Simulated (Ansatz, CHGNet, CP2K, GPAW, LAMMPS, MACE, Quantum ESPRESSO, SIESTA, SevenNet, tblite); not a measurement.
**Running Ga2O3 with crystalline order left by the classical run (95 atoms) with CP2K**

How near does CP2K come to plane waves for Ga2O3 with crystalline order left by the classical run (95 atoms)?

Method: the method is named at each step, in CP2K 2026.2.

### Step 1. Set-up

The cell holds 95 atoms: 38 Ga and 57 O. Cell: a = 9.848 Å, b = 9.848 Å, c = 9.848 Å, α = 90.0°, β = 90.0°, γ = 90.0°. 95 atoms (38 Fe, 57 O) placed at random at 5.32 g/cm³, melted at 5000 K for 10 ps at fixed volume with the Morse and Coulomb pair potential with partial charges (Pedone, Malavasi, Menziani, Cormack and Segre, J. Phys. Chem. B 110, 11780 (2006)). Quenched from 5000 K to 300 K at 50 K/ps and fixed volume, held 5 ps, then minimised at fixed cell. Then Fe was replaced by Ga and the cell scaled by 1.003 (the potential has no terms for the new elements, so the cell is a start for a DFT relaxation).

The yardstick, on the same geometry:

```
method                                           : Kohn-Sham DFT, PBE, SSSP efficiency 1.3.0 pseudopotentials, plane waves (Quantum ESPRESSO 7.5); sssp-pbe-1.3.0-efficiency, cutoffs 60/480 Ry, Γ point
r.m.s. force component                           : 0.3345 eV/Å
longest force                                    : 1.197 eV/Å
pressure                                         : -3.035 GPa
gap (highest filled to lowest empty level) : 0.9119 eV
time                                             : 9.1 min on 4 MPI ranks of Arm Neoverse V1, shared host
CPU time                                         : 36 min
```

### Step 2. PBE, DZVP-UZH, 800/50 Ry, diagonalisation

Method: Kohn-Sham DFT, PBE, GTH-PBE pseudopotentials, Gaussian and plane waves, DZVP-MOLOPT (UZH set), diagonalisation.

Contents of input.inp:

```
&GLOBAL
  PROJECT cell
  RUN_TYPE ENERGY_FORCE
  PRINT_LEVEL LOW
&END GLOBAL
&FORCE_EVAL
  METHOD QS
  STRESS_TENSOR ANALYTICAL
  &DFT
    BASIS_SET_FILE_NAME BASIS_MOLOPT_UZH
    POTENTIAL_FILE_NAME POTENTIAL_UZH
    &MGRID
      CUTOFF 800
      REL_CUTOFF 50
      NGRIDS 5
    &END MGRID
    &QS
      EPS_DEFAULT 1.0E-12
    &END QS
    &SCF
      SCF_GUESS ATOMIC
      EPS_SCF 1.0E-06
      MAX_SCF 200
      ADDED_MOS 14
      &DIAGONALIZATION
        ALGORITHM STANDARD
      &END DIAGONALIZATION
      &SMEAR ON
        METHOD FERMI_DIRAC
        ELECTRONIC_TEMPERATURE [K] 580
      &END SMEAR
      &MIXING
        METHOD BROYDEN_MIXING
        ALPHA 0.3
        NBROYDEN 8
      &END MIXING
      &PRINT
        &RESTART OFF
        &END RESTART
      &END PRINT
    &END SCF
    &XC
      &XC_FUNCTIONAL PBE
      &END XC_FUNCTIONAL
    &END XC
    &PRINT
      &MULLIKEN ON
      &END MULLIKEN
      &HIRSHFELD ON
        SHAPE_FUNCTION DENSITY
      &END HIRSHFELD
      &MO ON
        EIGENVALUES T
        OCCUPATION_NUMBERS T
        MO_INDEX_RANGE 407 430
        &EACH
          QS_SCF 0
        &END EACH
        ADD_LAST NUMERIC
      &END MO
    &END PRINT
  &END DFT
  &SUBSYS
    &CELL
      A 9.84786 0.00000 0.00000
      B 0.00000 9.84786 0.00000
      C 0.00000 0.00000 9.84786
    &END CELL
    &TOPOLOGY
      COORD_FILE_NAME structure.xyz
      COORD_FILE_FORMAT XYZ
    &END TOPOLOGY
    &KIND Ga
      BASIS_SET DZVP-MOLOPT-PBE-GTH-q13
      POTENTIAL GTH-PBE-q13
    &END KIND
    &KIND O
      BASIS_SET DZVP-MOLOPT-PBE-GTH-q6
      POTENTIAL GTH-PBE-q6
    &END KIND
  &END SUBSYS
  &PRINT
    &FORCES ON
    &END FORCES
    &STRESS_TENSOR ON
    &END STRESS_TENSOR
  &END PRINT
&END FORCE_EVAL
```

Contents of structure.xyz:

```xyz
95

Ga 6.75435 2.88168 1.19110
Ga 2.24492 2.99001 7.29667
Ga 5.73106 7.10976 7.54277
Ga 9.34739 0.60879 6.56448
Ga 4.50264 1.04742 9.19672
Ga 7.48043 5.53735 9.44528
Ga 7.07037 5.99232 5.08100
Ga 0.86316 8.52795 4.66217
Ga 4.53976 1.24782 4.47467
Ga 2.50766 6.09514 2.02472
Ga 2.54538 2.37806 1.39200
Ga 0.98291 8.41894 9.75381
Ga 2.57167 9.27727 7.09075
Ga 1.21365 1.42282 4.28894
Ga 4.39825 7.92743 0.14220
Ga 2.28835 6.32528 7.97706
Ga 6.13266 6.65902 2.11827
Ga 0.86740 1.34985 9.05058
Ga 2.56497 9.31519 2.31700
Ga 1.70752 3.92063 3.64617
Ga 7.24990 9.00961 4.46266
Ga 0.41026 4.76774 9.81645
Ga 9.31312 4.03093 6.50303
Ga 7.55085 2.44207 4.47733
Ga 4.35689 7.87208 4.76843
Ga 3.91659 5.09715 5.70930
Ga 5.11025 4.06923 3.27865
Ga 0.72451 5.96869 5.20971
Ga 8.86130 4.40318 2.62800
Ga 9.25108 7.50673 7.33232
Ga 8.89055 7.81526 2.29071
Ga 7.49885 9.23207 9.46340
Ga 7.99971 2.53661 8.51761
Ga 5.94880 0.12950 6.82378
Ga 5.88114 0.15865 1.99646
Ga 5.73195 3.49776 7.03649
Ga 9.30879 1.01433 1.91925
Ga 4.46561 4.50224 9.67030
O 4.22582 6.92354 1.82658
O 5.30790 8.98115 8.40860
O 2.79492 5.54306 9.75352
O 7.27974 7.23414 3.60707
O 6.40160 3.69620 9.00104
O 7.19041 4.41056 3.91777
O 7.78877 9.68360 2.75720
O 7.63327 7.43149 8.34606
O 9.22380 1.61968 4.92974
O 3.01847 1.14925 3.28466
O 0.37668 9.38225 8.12370
O 8.82723 4.53523 8.30844
O 0.46433 6.65932 8.92610
O 0.56517 9.70516 3.16057
O 4.85913 3.33192 5.10868
O 9.10691 8.83885 0.67182
O 8.76391 6.03979 6.07190
O 8.99060 1.54986 0.00335
[... 35 atom lines left out ...]
O 3.83426 4.16200 7.54208
O 6.44917 1.11035 0.35068
O 1.72505 7.76169 1.47639
O 0.09227 7.04496 3.73933
```

Command:

```
$ OMP_NUM_THREADS=1 mpirun -np 4 cp2k.psmp -i input.inp > output.txt
```

Numbers of over 12 decimals in the logs are rounded to 6 here.

The program printed:

```text
CP2K| version string:                                       CP2K version 2026.2
 CP2K| Input file name                                                 input.inp
 GLOBAL| Basis set file name                                    BASIS_MOLOPT_UZH
 GLOBAL| Potential file name                                       POTENTIAL_UZH
 GLOBAL| Run type                                                   ENERGY_FORCE
 GLOBAL| Total number of message passing processes                             4
 GLOBAL| Number of threads for this process                                    1
 TOTAL NUMBERS AND MAXIMUM NUMBERS
  Total number of            - Atomic kinds:                                   2
                             - Atoms:                                         95
                             - Shell sets:                                    95
                             - Shells:                                       551
                             - Primitive Cartesian functions:                513
                             - Cartesian basis functions:                   1938
                             - Spherical basis functions:                   1691
  Maximum angular momentum of- Orbital basis functions:                        3
                             - Local part of the GTH pseudopotential:          2
                             - Non-local part of the GTH pseudopotential:      4
 SCF PARAMETERS         Density guess:                                    ATOMIC
                        max_scf:                                             200
                        eps_scf:                                        1.00E-06
                        added MOs                                        14    0
                        Mixing method:                            BROYDEN_MIXING
                                                charge density mixing in g-space
                        Smear method:                                FERMI_DIRAC
                        Electronic temperature [K]:                        580.0
                        Electronic temperature [a.u.]:                  1.84E-03
                        Accuracy threshold:                             1.00E-10
 Extrapolation method: initial_guess
 Number of electrons:                                                        836
 Number of occupied orbitals:                                                418
 Number of molecular orbitals:                                               432
 Number of orbital functions:                                               1691
 Number of independent orbital functions:                                   1691
 SCF WAVEFUNCTION OPTIMIZATION
  Step     Update method      Time    Convergence         Total energy    Change
     1 NoMix/Diag. 0.30E+00   10.2     1.77819078     -3755.8950497621 -3.76E+03
     2 Broy./Diag. 0.30E+00   13.8     0.24653894     -3670.3448354582  8.56E+01
     3 Broy./Diag. 0.30E+00   13.8     0.11747141     -3740.9131982371 -7.06E+01
     4 Broy./Diag. 0.30E+00   13.9     0.04535449     -3751.0674070318 -1.02E+01
[...]
13 Broy./Diag. 0.30E+00   13.9     0.00000260     -3749.9365179016  7.86E-05
    14 Broy./Diag. 0.30E+00   13.9     0.00000044     -3749.9365359785 -1.81E-05
  *** SCF run converged in    14 steps ***
  Electronic density on regular grids:       -835.9999999999        0.0000000001
  Core density on regular grids:              835.9999999995       -0.0000000005
  Total charge density on r-space grids:       -0.0000000004
  Total charge density g-space grids:          -0.0000000004
  Overlap energy of the core charge distribution:               4.42191e-08
  Self energy of the core charge distribution:              -6065.042538
  Core Hamiltonian energy:                                   1795.351944
  Hartree energy:                                            1111.537436
  Exchange-correlation energy:                               -591.783361
  Electronic entropic energy:                                  -1.75938e-05
  Fermi energy:                                                 0.231315
  Total energy:                                             -3749.936536
  Total energy (extrapolated to T->0):                      -3749.936527
 MO| EIGENVALUES AND OCCUPATION NUMBERS
 MO|
 MO|  Index      Eigenvalue [a.u.]        Eigenvalue [eV]             Occupation
 MO|    407               0.195610               5.322826               2.000000
 MO|    408               0.196745               5.353697               2.000000
 MO|    409               0.198053               5.389290               2.000000
[...]
MO|    429               0.374086              10.179391               0.000000
 MO|    430               0.375951              10.230158               0.000000
 MO| Sum:                                                             836.000000
 MO| E(Fermi):            0.231315 a.u.          6.294392 eV
 !-----------------------------------------------------------------------------!
                     Mulliken Population Analysis
 #  Atom  Element  Kind  Atomic population                           Net charge
       1     Ga       1         11.977992                              1.022008
       2     Ga       1         11.792309                              1.207691
       3     Ga       1         11.881647                              1.118353
[...]
94     O        2          6.704485                             -0.704485
      95     O        2          6.676820                             -0.676820
 # Total charge                            836.000000                 -0.000000
 !-----------------------------------------------------------------------------!
 !-----------------------------------------------------------------------------!
                           Hirshfeld Charges
  #Atom  Element  Kind  Ref Charge     Population                    Net charge
      1       Ga     1      13.000         12.532                         0.468
      2       Ga     1      13.000         12.508                         0.492
      3       Ga     1      13.000         12.568                         0.432
[...]
94       O      2       6.000          6.315                        -0.315
     95       O      2       6.000          6.336                        -0.336
  Total Charge                                                           -0.000
 !-----------------------------------------------------------------------------!
 ENERGY| Total FORCE_EVAL ( QS ) energy [hartree]          -3749.936563
 FORCES| Atomic forces [hartree/bohr]
 FORCES|   Atom     x               y               z               |f|
 FORCES|      1  2.94100485E-04  2.18900681E-04  1.28543005E-02   1.28595277E-02
 FORCES|      2  8.18799128E-04  1.00367201E-02 -1.87096512E-02   2.12475229E-02
 FORCES|      3 -1.69721420E-03 -6.75312107E-03 -9.15282114E-03   1.15004050E-02
[...]
FORCES|     94  5.69486530E-03  5.70396326E-03  1.13256693E-02   1.39009882E-02
 FORCES|     95 -4.55133508E-04  1.31787945E-02 -1.44756160E-02   1.95814000E-02
 FORCES| Sum     5.93743945E-04  4.66885317E-03  7.64091534E-03
 FORCES| Total atomic force                                       8.97409099E-03
 STRESS| Analytical stress tensor [bar]
 STRESS|                        x                   y                   z
 STRESS|      x        5.93164567836E+03  -1.47404402192E+04  -4.29176645960E+04
 STRESS|      y       -1.47404402192E+04  -1.06368885578E+03   2.39496074306E+04
 STRESS|      z       -4.29176645960E+04   2.39496074306E+04  -1.07050268935E+04
 STRESS| 1/3 Trace                                            -1.94569002363E+03
```

Elapsed: 4.1 min, on 4 MPI ranks of Arm Neoverse V1, shared host; peak memory 7.4 GiB.

Banners, paths, timers and routine set-up lines are dropped from the logs unmarked, and long logs keep their key lines alone; longer cuts are marked.

Compared with the plane-wave run:

```
r.m.s. force component                           : 0.3367 eV/Å
r.m.s. difference of force components            : 35.78 meV/Å
longest difference of force vectors              : 146.3 meV/Å
force difference over r.m.s. force               : 10.7 %
slope of forces against the reference's          : 1.001
correlation of force components                  : 0.9944
gap (highest filled to lowest empty level) : 0.8628 eV
gap difference                                   : -0.0491 eV
pressure                                         : -0.1946 GPa
pressure difference                              : 2.841 GPa
```

Length of the force difference by element (eV/Å):

```
element  atoms   mean   most
     Ga     38  0.085   0.15
      O     57  0.031  0.063
```

Levels nearest the highest filled one (eV from it): -0.52, -0.49, -0.46, -0.42, -0.39, -0.35, -0.32, -0.24, -0.14, -0.09, -0.03, 0.00, 0.86, 3.39, 3.49, 3.57, 3.68, 3.80, 3.91, 4.05, 4.12, 4.27, 4.33, 4.38.

Local excerpt of 9 atoms (numbers count through the whole input) about O40, which has 5 bonded neighbours where the commonest count for O is 4; x, y, z are measured from there.

```
atom      x      y      z  distance (Å)  bonds  Hirshfeld charge (e)     Fx     Fy  Fz (eV/Å)
 O40   0.00   0.00   0.00          0.00      5                 -0.31   0.25   0.08       0.26
Ga34   0.64   1.00  -1.58          1.98      6                  0.42  -0.23   0.18       0.26
 Ga3   0.42  -1.87  -0.87          2.10      6                  0.43  -0.09  -0.35      -0.47
Ga15  -0.91  -1.05   1.58          2.11      6                  0.46   0.36   0.43       0.33
 Ga5  -0.81   1.91   0.79          2.22      6                  0.48  -0.10   0.42      -0.14
Ga32   2.19   0.25   1.05          2.44      6                  0.50  -0.19  -0.41      -0.35
 O88  -2.54  -0.81   0.35          2.69      4                 -0.29  -0.11  -0.12      -0.45
 O90   1.00  -0.67   2.41          2.69      4                 -0.32  -0.40   0.18      -0.22
 O86  -0.02   2.61  -0.84          2.74      3                 -0.34  -0.16  -0.28       0.34
```

Forces lie 11 % from the reference's, at 0.45 times its CPU time.

The difference per atom is largest on Ga (0.085 eV/Å on average, against 0.031 on O).

### Step 3. What came out

```yaml
force_difference_from_the_reference: CP2K PBE, DZVP-UZH, 800/50 Ry, diagonalisation, 11 %
its_cpu_time: 17 min
```

In words: The PBE run in local orbitals differs by 11 % (CP2K PBE, DZVP-UZH, 800/50 Ry, diagonalisation); basis, grid and potentials can all enter. One electronic-structure run takes under half the reference's CPU time: CP2K PBE, DZVP-UZH, 800/50 Ry, diagonalisation, at 11 % in 17 min against 36 min; its pressure misses by +2.8 GPa. At the same functional, the gap of CP2K PBE, DZVP-UZH, 800/50 Ry, diagonalisation lies 0.05 eV below the reference's 0.912 eV. In pressure, CP2K PBE, DZVP-UZH, 800/50 Ry, diagonalisation misses by +2.8 GPa, at the same functional. The reference's pressure holds the uncorrected Pulay stress of its 60 Ry basis, so small pressure differences, and their order, may be the reference's own error. The quench rate of 50 K/ps is many orders above laboratory rates, so the cell is likely richer in defects and strain than a real sample. The network of bonds at the start is that of the classical potential that made the cell, and needn't be the one that DFT or experiment would give. The reference's pressure of -3.0 GPa belongs to a cell and atoms that aren't relaxed at this level. The electronic-structure runs sample only Γ, in a cell whose shortest periodic width is 10 Å.

[Also dropped from logs without a mark: logging warnings of Python, and SIESTA's first energy breakdown and zero terms.]

[Logs are printed without paths, hosts, clocks, repeated set-up lines and the standing remarks that a program may print on its own settings, such as how far it seeks lower states.]

[Hosts, paths, dates, database ids (printed as entryN), source tags and the programs' standing remarks are cut or masked in the printed files.]
